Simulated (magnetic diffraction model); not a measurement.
# Solving a magnetic structure from powder neutron data: Mn4Be8Ga

Space group I4/mmm (no. 139), a = 7.5390 Å, c = 4.3490 Å.

| site | atom | x | y | z |
| --- | --- | --- | --- | --- |
| 2a | Ga | 0 | 0 | 0 |
| 8j | Mn | 0.7104 | 1/2 | 0 |
| 8f | Be | 1/4 | 3/4 | 3/4 |
| 8i | Be | 0.8472 | 1/2 | 1/2 |

The compound is invented for this exercise: a known structure type with other elements, its cell scaled to their sizes and not relaxed.

Only Mn is taken to order (form factors of Mn2+); orders and moment sizes are assumed, and not adapted to the symmetry. Radiation: neutrons of λ = 1.8 Å, 5° to 75°; isotropic B of 0.58 Å² (Ga), 0.56 Å² (Mn) and 0.96 Å² (Be). The intensities are simulated: I ∝ L Σ (|F_N|² + |F_M⊥|²) for unpolarised neutrons, with F_M = 2.695 fm/μB × Σ f(s) S exp(2πi Q·r) exp(−B s²) at Q = H ± k (one set where k and −k are equivalent), only the part normal to Q counting and L = 1/(sin²θ cos θ). For collinear order S is the moment m, which repeats by lattice and centring translations R with the sign exp(−2πi k·R). Form factors are spin-only for 3d ions and dipole or tabulated for f ions, scattering lengths are Sears's of 1992, and absorption is left out. A label names one of the reflections at its angle. The strongest nuclear line in the range is 100, and lines under 0.2 are left out.

Above the ordering temperature:

| 2θ (°) | index | I |
| --- | --- | --- |
| 19.44 | (1 1 0) | 35.4 |
| 27.63 | (2 0 0) | 18.3 |
| 27.64 | (1 0 1) | 94.9 |
| 39.47 | (2 2 0) | 73.7 |
| 39.48 | (2 1 1) | 23.6 |
| 44.36 | (3 1 0) | 19.6 |
| 48.87 | (3 0 1) | 95.0 |
| 48.90 | (0 0 2) | 0.9 |
| 53.10 | (1 1 2) | 10.0 |
| 57.05 | (4 0 0) | 20.2 |
| 57.06 | (3 2 1) | 2.4 |
| 57.09 | (2 0 2) | 100.0 |
| 60.86 | (3 3 0) | 44.8 |
| 64.54 | (4 2 0) | 51.3 |
| 64.55 | (4 1 1) | 3.6 |
| 64.57 | (2 2 2) | 15.0 |
| 68.14 | (3 1 2) | 18.5 |
| 74.99 | (5 1 0) | 3.9 |

Below it (cell unchanged):

| 2θ (°) | I |
| --- | --- |
| 9.69 | 64.3 |
| 19.44 | 35.4 |
| 21.76 | 16.6 |
| 25.83 | 16.3 |
| 27.63 | 18.3 |
| 27.64 | 94.9 |
| 29.34 | 5.0 |
| 32.53 | 14.9 |
| 35.44 | 6.9 |
| 38.18 | 4.9 |
| 39.47 | 73.7 |
| 39.48 | 23.6 |
| 40.74 | 4.6 |
| 43.19 | 7.3 |
| 44.36 | 19.6 |
| 47.77 | 5.2 |
| 48.87 | 95.0 |
| 48.90 | 0.9 |
| 49.93 | 2.1 |
| 49.97 | 2.2 |
| 53.10 | 10.0 |
| 54.08 | 1.3 |
| 54.12 | 3.0 |
| 56.08 | 3.0 |
| 57.05 | 20.2 |
| 57.06 | 2.4 |
| 57.09 | 100.0 |
| 58.05 | 1.2 |
| 59.93 | 1.7 |
| 60.86 | 44.8 |
| 61.79 | 0.6 |
| 61.83 | 1.9 |
| 64.54 | 51.3 |
| 64.55 | 3.6 |
| 64.57 | 15.0 |
| 65.44 | 0.7 |
(The table stops after 36 lines; 8 more lie at higher angle.)

**Question.** Check that the new lines index with k = (1/2 1/2 1), then choose among these models:
A. collinear moments along [010], 3.26 μB on Mn; signs + at (0.7104, 1/2, 0), + at (0, 0.2104, 1/2), − at (0.2896, 1/2, 0), − at (0, 0.7896, 1/2)
B. collinear moments along [101], 3.26 μB on Mn; signs + at (0.7104, 1/2, 0), + at (0, 0.2104, 1/2), − at (0.2896, 1/2, 0), − at (0, 0.7896, 1/2)
C. collinear moments along [010], 3.26 μB on Mn; signs + at (0.7104, 1/2, 0), − at (0, 0.2104, 1/2), + at (0.2896, 1/2, 0), − at (0, 0.7896, 1/2)
D. collinear moments along [101], 3.26 μB on Mn; signs + at (0.7104, 1/2, 0), − at (0, 0.2104, 1/2), + at (0.2896, 1/2, 0), − at (0, 0.7896, 1/2)

The new lines index as (1/2 -1/2 0) at 9.69°, (3/2 1/2 0) at 21.76°, (1/2 1/2 1) at 25.83° and (3/2 -3/2 0) at 29.34°, that is as H ± k with k = (1/2 1/2 1), one of 2 inequivalent arms of its star (k and −k counted as one), which a powder can't tell apart. Half indices mean that the moments reverse under translations with k·R a half-integer, and the magnetic cell has twice the primitive volume.

Magnetic intensity, observed (below minus above) and for each model:

| 2θ (°) | index | observed | A | B | C | D |
| --- | --- | --- | --- | --- | --- | --- |
| 9.69 | (1/2 -1/2 0) | 64.3 | 51.5 | 64.3 | 51.5 | 64.3 |
| 21.76 | (3/2 1/2 0) | 16.6 | 23.4 | 16.6 | 10.8 | 26.1 |
| 25.83 | (1/2 1/2 1) | 16.3 | 20.7 | 16.3 | 20.7 | 16.3 |
| 32.53 | (3/2 -1/2 1) | 14.9 | 20.3 | 14.9 | 16.3 | 17.9 |
| 35.44 | (5/2 -1/2 0) | 6.9 | 3.1 | 6.9 | 6.1 | 4.6 |
| 40.74 | (5/2 3/2 0) | 4.6 | 1.8 | 4.6 | 4.1 | 2.9 |
| 43.19 | (5/2 1/2 1) | 7.3 | 5.3 | 7.3 | 7.5 | 5.7 |
| 49.93 | (7/2 1/2 0) | 2.1 | 3.0 | 2.1 | 1.3 | 3.4 |

Model B matches.

The structure used: k = (1/2 1/2 1), collinear moments along [101], 3.26 μB on Mn; signs + at (0.7104, 1/2, 0), + at (0, 0.2104, 1/2), − at (0.2896, 1/2, 0), − at (0, 0.7896, 1/2).
